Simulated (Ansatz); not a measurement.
# What LiZnF3 (model cell, started as cubic perovskite with Zn in the octahedra) distorts into, part 2 of 2

Aim: this structure of LiZnF3 (model cell, started as cubic perovskite with Zn in the octahedra) is to be tested for unstable modes, and one is followed downhill.

Ansatz 0.2.0; DFT PBEsol, scalar-relativistic, plane waves, PAW; PAW set soft_1.

So far. Step 5 (Energy along the mode, all amplitudes (two of the runs …): The lowest of the steps tried is the last one, at 0.6 Å, 54.7 meV/atom below the parent; the bottom of the well need not coincide with a step. Step 7 (The new phase in its own primitive cell): The largest force component left is 0.72 meV/Å and the pressure is -0.001 GPa, within the tolerances set. The cell now holds 13.01 Å³/atom. The relaxed cell has a = 5.596, c = 7.197 Å (conventional setting).

The structure was built from a prototype and need not be the compound's stable phase.

### 8. Modes of the new phase, k-mesh 6×6×6

A relaxed structure may still be a saddle point, so its zone-centre modes are computed. The response to a homogeneous field gives the Born charges and the dielectric tensor.

input.yaml

```yaml
crystal:
  lattice:
    - [2.7981950425, 1.6155386611, 2.3989209997]
    - [-2.7981950425, 1.6155386611, 2.3989209997]
    - [0.0, -3.2310773221, 2.3989209997]
  atoms:
    - { symbol: Li, position: [0.8569752929, 0.8569752929, 0.8569752929] }
    - { symbol: Zn, position: [0.4962786408, 0.4962786408, 0.4962786408] }
    - { symbol: F, position: [0.5432811476, 0.0103820118, 0.5432811476] }
    - { symbol: F, position: [0.0103820118, 0.5432811476, 0.5432811476] }
    - { symbol: F, position: [0.5432811476, 0.5432811476, 0.0103820118] }
kpoints:
  mp_grid: { grid: [6, 6, 6] }
hamiltonian:
  xc: pbesol
  pseudopotentials: { kind: paw, azcp: { folder: soft_1 }, xc_functional: pbe }
scf:
  occupations: { method: fixed }
output:
  eigenvalues: true
phonons:
  method: dfpt
  dielectric: true
  rigid_motions: translations
```

The run is started by

```sh
$ ansatz run input.yaml --threads 4 --pin off --max-ram 16384MiB --backend cpu --events-out ev --progress --plain --runs-dir out
```

Elapsed: 36 s, on 4 threads of Intel Xeon Platinum 8375C at 2.90GHz (Ice Lake), shared host; peak memory 0.97 GiB.

This step gave:

- sum-rule residual before enforcement: 7.17e-5 eV/Å²
- miss of the charge sum rule: 8.10e-6 e
- point group: 3m
- highest optical mode at the zone centre (no LO-TO term): 477.1 cm⁻¹
- lowest optical zone-centre mode: 72.39 cm⁻¹
- mean high-frequency dielectric constant: 2.166
- largest Born charge (third of the trace): 2.248 e
- mean static dielectric constant: 7.538
- top of the zone-centre spectrum with the field: 554.2 cm⁻¹

Without the LO-TO term. Patterns of degenerate modes are one choice out of their space. The modes at Γ (shares of kinetic energy by element, %):

| mode | frequency (cm⁻¹) | symmetry | Li % | Zn % | F % |
| --- | --- | --- | --- | --- | --- |
| 1 | 0.0 | acoustic | 5 | 51 | 44 |
| 2 | 0.0 | acoustic | 5 | 51 | 44 |
| 3 | 0.0 | acoustic | 5 | 51 | 44 |
| 4 | 72.4 | A2 | 0 | 0 | 100 |
| 5 | 135.8 | E | 16 | 2 | 82 |
| 6 | 135.8 | E | 16 | 2 | 82 |
| 7 | 185.2 | E | 5 | 36 | 59 |
| 8 | 185.2 | E | 5 | 36 | 59 |
| 9 | 212.1 | A1 | 3 | 44 | 53 |
| 10 | 330.4 | E | 70 | 3 | 28 |
| 11 | 330.4 | E | 70 | 3 | 28 |
| 12 | 392.1 | A1 | 80 | 0 | 20 |
| 13 | 429.2 | E | 4 | 9 | 87 |
| 14 | 429.2 | E | 4 | 9 | 87 |
| 15 | 477.1 | A1 | 12 | 5 | 83 |

Displacements in mode 4 (72.4 cm⁻¹), the largest set to 1:
```
Li1  0.00  0.00  0.00
Zn2  0.00  0.00  0.00
F3  -0.50 -0.87  0.00
F4  -0.50  0.87  0.00
F5   1.00  0.00  0.00
```

Displacements in mode 7 (185.2 cm⁻¹), the largest set to 1:
```
Li1  0.08 -0.94  0.00
Zn2 -0.07  0.80  0.00
F3  -0.17 -0.91  0.57
F4   0.28 -0.95  0.43
F5   0.09 -0.54 -1.00
```

Optical modes at the zone centre, without and with the macroscopic field of the longitudinal modes; each column is sorted by frequency, so a row need not hold one and the same mode. Modes with and without the field, by row:

```
rank among optical modes  no field (cm⁻¹)  q along (1, 0, 0) (cm⁻¹)  q along (0, 0, 1) (cm⁻¹)
                       1             72.4                      72.4                      72.4
                       2            135.8                     135.8                     135.8
                       3            135.8                     159.5                     135.8
                       4            185.2                     185.2                     185.2
                       5            185.2                     212.1                     185.2
                       6            212.1                     223.5                       256
                       7            330.4                     330.4                     330.4
                       8            330.4                     354.9                     330.4
                       9            392.1                     392.1                     429.2
                      10            429.2                     429.2                     429.2
                      11            429.2                     477.1                     469.9
                      12            477.1                     554.2                     542.9
```

Born charge (rows field, columns displacement) (e), principal values of the symmetric part by kind of site:

```
atom  atoms with these values    low  middle   high   mean
 Li1                        1   1.02    1.07   1.07   1.05
 Zn2                        1   2.23    2.23   2.28   2.25
  F3                        3  -1.70   -0.84  -0.76  -1.10
```

In full for F3:

```
-1.27  0.30  0.35
 0.30 -0.93 -0.20
 0.34 -0.20 -1.10
```

High-frequency dielectric tensor:

```
2.16 0.00 0.00
0.00 2.16 0.00
0.00 0.00 2.17
```

Static dielectric tensor (ions relaxed, fixed cell):

```
8.36 0.00 0.00
0.00 8.36 0.00
0.00 0.00 5.89
```

Transverse modes. Lines of the infrared spectrum (strongest = 100):

| position (cm⁻¹) | label | relative intensity |
| --- | --- | --- |
| 72 | A2 | 0.0 |
| 136 | E | 35 |
| 185 | E | 24 |
| 212 | A1 | 28 |
| 330 | E | 39 |
| 392 | A1 | 64 |
| 429 | E | 100 |
| 477 | A1 | 3.4 |

Before it was imposed, the acoustic sum rule was missed by 7.2e-5 eV/Å² and the charge sum rule by 8.1e-6 e. Small misses are needed for a sound result but don't prove that mesh and cutoff are converged. The lowest optical mode is real, 72.4 cm⁻¹.

### 9. Results

| Quantity | Value |
| --- | --- |
| unstable mode of the parent | q = (0, 0, 0), 231i cm⁻¹ |
| depth at the lowest point sampled | 54.7 meV/atom |
| largest atomic shift at that point | 0.6 Å |
| space group reached (within 0.01 Å) | R3m |
| energy gained over the parent (first relaxation, on the mesh of the frozen mode) | 109 meV/atom |
| volume per atom, phase reached | 13.0 Å³ |
| gap on the k-mesh, phase reached | 3.78 eV |
| lowest optical zone-centre mode, phase reached | 72.4 cm⁻¹ |
| highest optical mode at the zone centre (no LO-TO term), phase reached | 477 cm⁻¹ |

In words: Along this mode the structure falls into R3m, 109 meV/atom below the parent. At the parent's cell the well is 54.67 meV/atom deep on the steps tried, with its lowest point at a shift of 0.6 Å. That is the last step tried, so the steps alone don't bracket the bottom of the well. Relaxing atoms and cell changes the gain by +54.44 meV/atom against the lowest step (energies at zero smearing). The new phase has no imaginary mode at the zone centre of its cell; other wavevectors were not checked. Of the 6 patterns followed to their end from this parent, this one ends 82.7 meV/atom above the lowest, Imma. Each path keeps the symmetry of its pattern, so a lower phase may lie along a pattern not tried. The PAW files were made for PBE and serve the other functionals too. The starting cell was built on a prototype and not taken from a measurement, so the phase need not exist.

[Logs are printed without paths, hosts, clocks, repeated set-up lines and the standing remarks that a program may print on its own settings, such as how far it seeks lower states.]

[Hosts, paths, dates, database ids (printed as entryN), source tags and the programs' standing remarks are cut or masked in the printed files.]
